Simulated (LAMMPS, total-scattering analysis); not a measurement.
**rock-salt solid solution (Na0.56,K0.17,Li0.27)Cl on heating**

The crystal is built from its structure type, relaxed with the potential and heated at zero pressure by classical molecular dynamics (LAMMPS) with the Lennard-Jones and Coulomb ion parameters for SPC/E (Joung and Cheatham, J. Phys. Chem. B 112, 9020 (2008)), full charges; 512 atoms (Cl 50.0, K 8.6, Li 13.3, Na 28.1 atom %). Uiso is the variance of an atom's position about its mean, per direction. The dynamics are classical, so there is no zero-point motion. Distances and their variances come from the pair functions; G(r) = 4πrρ₀[g(r) − 1], where it appears, has X-ray or neutron weights and the resolution of a Lorch transform up to 25 Å⁻¹. All values are simulated. These ion parameters were fitted for water; with full charges and no polarisation the melts tend to be sluggish and to freeze at too high a temperature.

A short relaxation of cell and atoms comes first; the barostat, one for each edge, then takes the cell to the potential's own size.

cell.lmp:

```
rock-salt solid solution (Na0.56,K0.17,Li0.27)Cl

512 atoms
4 atom types

0 22.90667 xlo xhi
0 22.90667 ylo yhi
0 22.90667 zlo zhi

Masses

1 35.4500  # Cl
2 39.0983  # K
3 6.9400  # Li
4 22.9898  # Na

Atoms # charge

1 1 0.0 2.86333 2.86333 2.86333
2 1 0.0 2.86333 0.00000 0.00000
3 1 0.0 0.00000 2.86333 0.00000
4 1 0.0 0.00000 0.00000 2.86333
5 1 0.0 2.86333 2.86333 8.59000
6 1 0.0 2.86333 0.00000 5.72667
7 1 0.0 0.00000 2.86333 5.72667
8 1 0.0 0.00000 0.00000 8.59000
9 1 0.0 2.86333 2.86333 14.31667
10 1 0.0 2.86333 0.00000 11.45333
11 1 0.0 0.00000 2.86333 11.45333
12 1 0.0 0.00000 0.00000 14.31667
13 1 0.0 2.86333 2.86333 20.04334
14 1 0.0 2.86333 0.00000 17.18000
15 1 0.0 0.00000 2.86333 17.18000
16 1 0.0 0.00000 0.00000 20.04334
17 1 0.0 2.86333 8.59000 2.86333
18 1 0.0 2.86333 5.72667 0.00000
19 1 0.0 0.00000 8.59000 0.00000
20 1 0.0 0.00000 5.72667 2.86333
21 1 0.0 2.86333 8.59000 8.59000
22 1 0.0 2.86333 5.72667 5.72667
23 1 0.0 0.00000 8.59000 5.72667
24 1 0.0 0.00000 5.72667 8.59000
25 1 0.0 2.86333 8.59000 14.31667
26 1 0.0 2.86333 5.72667 11.45333
27 1 0.0 0.00000 8.59000 11.45333
28 1 0.0 0.00000 5.72667 14.31667
29 1 0.0 2.86333 8.59000 20.04334
30 1 0.0 2.86333 5.72667 17.18000
31 1 0.0 0.00000 8.59000 17.18000
32 1 0.0 0.00000 5.72667 20.04334
33 1 0.0 2.86333 14.31667 2.86333
34 1 0.0 2.86333 11.45333 0.00000
35 1 0.0 0.00000 14.31667 0.00000
36 1 0.0 0.00000 11.45333 2.86333
37 1 0.0 2.86333 14.31667 8.59000
38 1 0.0 2.86333 11.45333 5.72667
[... further atoms left out ...]
```

Contents of in.lmp:

```
# heating of rock-salt solid solution (Na0.56,K0.17,Li0.27)Cl
units metal
atom_style charge
boundary p p p
read_data cell.lmp
replicate 1 1 1
pair_style lj/cut/coul/long 9.0
pair_modify mix arithmetic tail yes
pair_coeff 1 1 0.000554 4.8305   # Cl
pair_coeff 2 2 0.018634 2.8384   # K
pair_coeff 3 3 0.014602 1.4094   # Li
pair_coeff 4 4 0.015292 2.1595   # Na
set type 1 charge -1
set type 2 charge 1
set type 3 charge 1
set type 4 charge 1
kspace_style pppm 1.0e-4
neigh_modify delay 0 every 1 check yes
thermo_style custom step time temp pe press density lx ly lz
thermo_modify norm yes
timestep 0.001
thermo 100
fix br all box/relax aniso 0.0
minimize 1e-8 1e-6 500 5000
unfix br
reset_timestep 0
velocity all create 400 6207 mom yes dist gaussian
thermo 1500
fix md all npt temp 200 200 0.1 aniso 0 0 1
run 3000 post no
unfix md
print "== production at 200 K"
dump d all custom 200 s0.traj id type xu yu zu
dump_modify d sort id format float %.3f
thermo 125
fix md all npt temp 200 200 0.1 aniso 0 0 1
run 5000 post no
unfix md
undump d
[... 4 more blocks of the same form, at 300 K, 600 K, 780 K and 960 K ...]
thermo 1000
fix md all npt temp 960 1640 0.1 aniso 0 0 1
run 2000 post no
unfix md
thermo 1500
fix md all npt temp 1640 1640 0.1 aniso 0 0 1
run 3000 post no
unfix md
print "== production at 1640 K"
dump d all custom 200 s5.traj id type xu yu zu
dump_modify d sort id format float %.3f
thermo 125
fix md all npt temp 1640 1640 0.1 aniso 0 0 1
run 5000 post no
unfix md
undump d
```

```console
$ lmp -in in.lmp -log none -nocite
```

```text
[a thinned log: between the lines shown up to 5 are left out unmarked, longer gaps are marked]
LAMMPS (22 Jul 2025 - Update 4)
Reading data file ...
  orthogonal box = (0 0 0) to (22.90667 22.90667 22.90667)
  512 atoms
  orthogonal box = (0 0 0) to (22.90667 22.90667 22.90667)
  512 atoms
PPPM initialization ...
  G vector (1/distance) = 0.30527919
  grid = 15 15 15
  estimated relative force accuracy = 0.00010247994
WARNING: Energy due to 3 extra global DOFs will be included in minimizer energies
   Step          Time           Temp          PotEng         Press         Density           Lx             Ly             Lz
         0   0              0             -4.0367784      19233.468      2.0140044      22.90667       22.90667       22.90667
       100   0.1            0             -4.0422965      5436.276       1.9547792      23.135702      23.135737      23.135696
       200   0.2            0             -4.050831       28.310692      1.9396294      23.186527      23.201789      23.199059
[... 13 lines left out ...]
      3000   3              203.70148     -4.0739801     -1658.4539      1.9384593      23.164602      23.305007      23.132126
== production at 200 K (one thermo line in eight is kept)
[... 11 lines left out ...]
     10000   10             279.85604     -4.0579596     -2301.8284      1.9081976      23.190707      23.508928      23.268916
[... 7 lines left out ...]
== production at 300 K (one thermo line in eight is kept)
     17000   17             309.76987     -4.0596367     -149.99496      1.9256         23.201069      23.297352      23.257642
[... 13 lines left out ...]
== production at 600 K (one thermo line in eight is kept)
[... 13 lines left out ...]
   Step          Time           Temp          PotEng         Press         Density           Lx             Ly             Lz
== production at 780 K (one thermo line in eight is kept)
[... 8 lines left out ...]
   Step          Time           Temp          PotEng         Press         Density           Lx             Ly             Lz
[... 10 lines left out ...]
== production at 960 K (one thermo line in eight is kept)
     44000   44             942.88591     -3.950416       3389.6596      1.7629282      24.036115      23.96898       23.83405
[... 13 lines left out ...]
     52500   52.5           1718.1318     -3.6646801      1159.1574      1.1143422      30.279084      27.737819      25.865011
     53000   53             1672.2693     -3.6585991      1492.7497      1.0872373      30.505262      28.409115      25.6915
Loop time of 4.34109 s on 1 MPI rank(s) for 3000 steps with 512 atoms
== production at 1640 K (one thermo line in eight is kept)
   Step          Time           Temp          PotEng         Press         Density           Lx             Ly             Lz
     53000   53             1672.2693     -3.6584905      1475.2485      1.0872373      30.505262      28.409115      25.6915
     54000   54             1718.159      -3.6570092      43.722398      1.1007476      31.574451      27.108098      25.693526
     55000   55             1612.0104     -3.6499915     -996.61826      1.0745424      31.228888      26.799982      26.917313
     56000   56             1654.716      -3.6629853     -237.04436      1.1082686      29.893851      25.721102      28.407292
     57000   57             1541.2147     -3.6699203      2576.4886      1.1237652      28.488336      26.359954      28.685273
     58000   58             1580.2274     -3.6564208      271.36304      1.0581133      27.864546      27.579122      29.770198
Loop time of 8.2067 s on 1 MPI rank(s) for 5000 steps with 512 atoms
```

Time and hardware: 96 s on 1 thread of Intel(R) Xeon(R) Platinum 8559C (Emerald Rapids), on a shared host, peak memory 0.11 GiB.

| T (K) | state | cell edges (Å) | Uiso Cl (Å²) | Uiso K (Å²) | Uiso Li (Å²) | Uiso Na (Å²) | Cl–Na mean (Å) | its variance (Å²) | density (g/cm³) |
| --- | --- | --- | --- | --- | --- | --- | --- | --- | --- |
| 200 | crystalline | 5.790 | 0.0120 | 0.0091 | 0.0231 | 0.0095 | 2.900 | 0.0169 | 1.949 |
| 300 | crystalline | 5.814 | 0.0197 | 0.0154 | 0.0354 | 0.0158 | 2.915 | 0.0239 | 1.925 |
| 600 | crystalline | 5.896 | 0.0428 | 0.0338 | 0.0727 | 0.0367 | 2.954 | 0.0445 | 1.845 |
| 780 | crystalline | 5.948 | 0.0627 | 0.0512 | 0.1016 | 0.0553 | 3.004 | 0.0770 | 1.798 |
| 960 | crystalline | 6.011 | 0.0799 | 0.0595 | 0.1270 | 0.0724 | 3.036 | 0.0974 | 1.742 |
| 1640 | liquid | - | - | - | - | - | - | - | 1.096 |

In the harmonic range U = 3ħ²T/(M k θ²), a line through the origin. The rows at 200 and 300 K give, as effective values by element: Cl 6.38×10⁻⁵ Å²/K, θ = 254 K; K 4.96×10⁻⁵ Å²/K, θ = 274 K; Li 11.72×10⁻⁵ Å²/K, θ = 423 K; Na 5.11×10⁻⁵ Å²/K, θ = 352 K. At 300 K the first Cl–Na peak has variance 0.0239 Å², against 0.0354 Å² for independent atoms: neighbours move together (and where motion is anisotropic, less along the bond than Uiso suggests), which is what the δ₁ term models in PDF fits at high temperature. In a solid solution the peak also holds static size disorder, which Uiso about each atom's own mean leaves out. The mean volume expansion between 200 and 960 K is 156×10⁻⁶ K⁻¹. At 960 K, B = 8π²U = 10.03 Å² for Li, which damps this element's own term in Bragg intensity at Q = 6 Å⁻¹ to 1 %, and √(3U) is 0.24 of its nearest peak distance (Cl–Li, 2.52 Å). By 1640 K the order is gone and the mean density is 1.096 g/cm³, which averages over the melting if that fell inside the sampled stretch; a perfect periodic crystal superheats, so the model's melting point lies below the temperature at which it collapsed.

[Logs are printed without paths, hosts, clocks, repeated set-up lines and the standing remarks that a program may print on its own settings, such as how far it seeks lower states.]
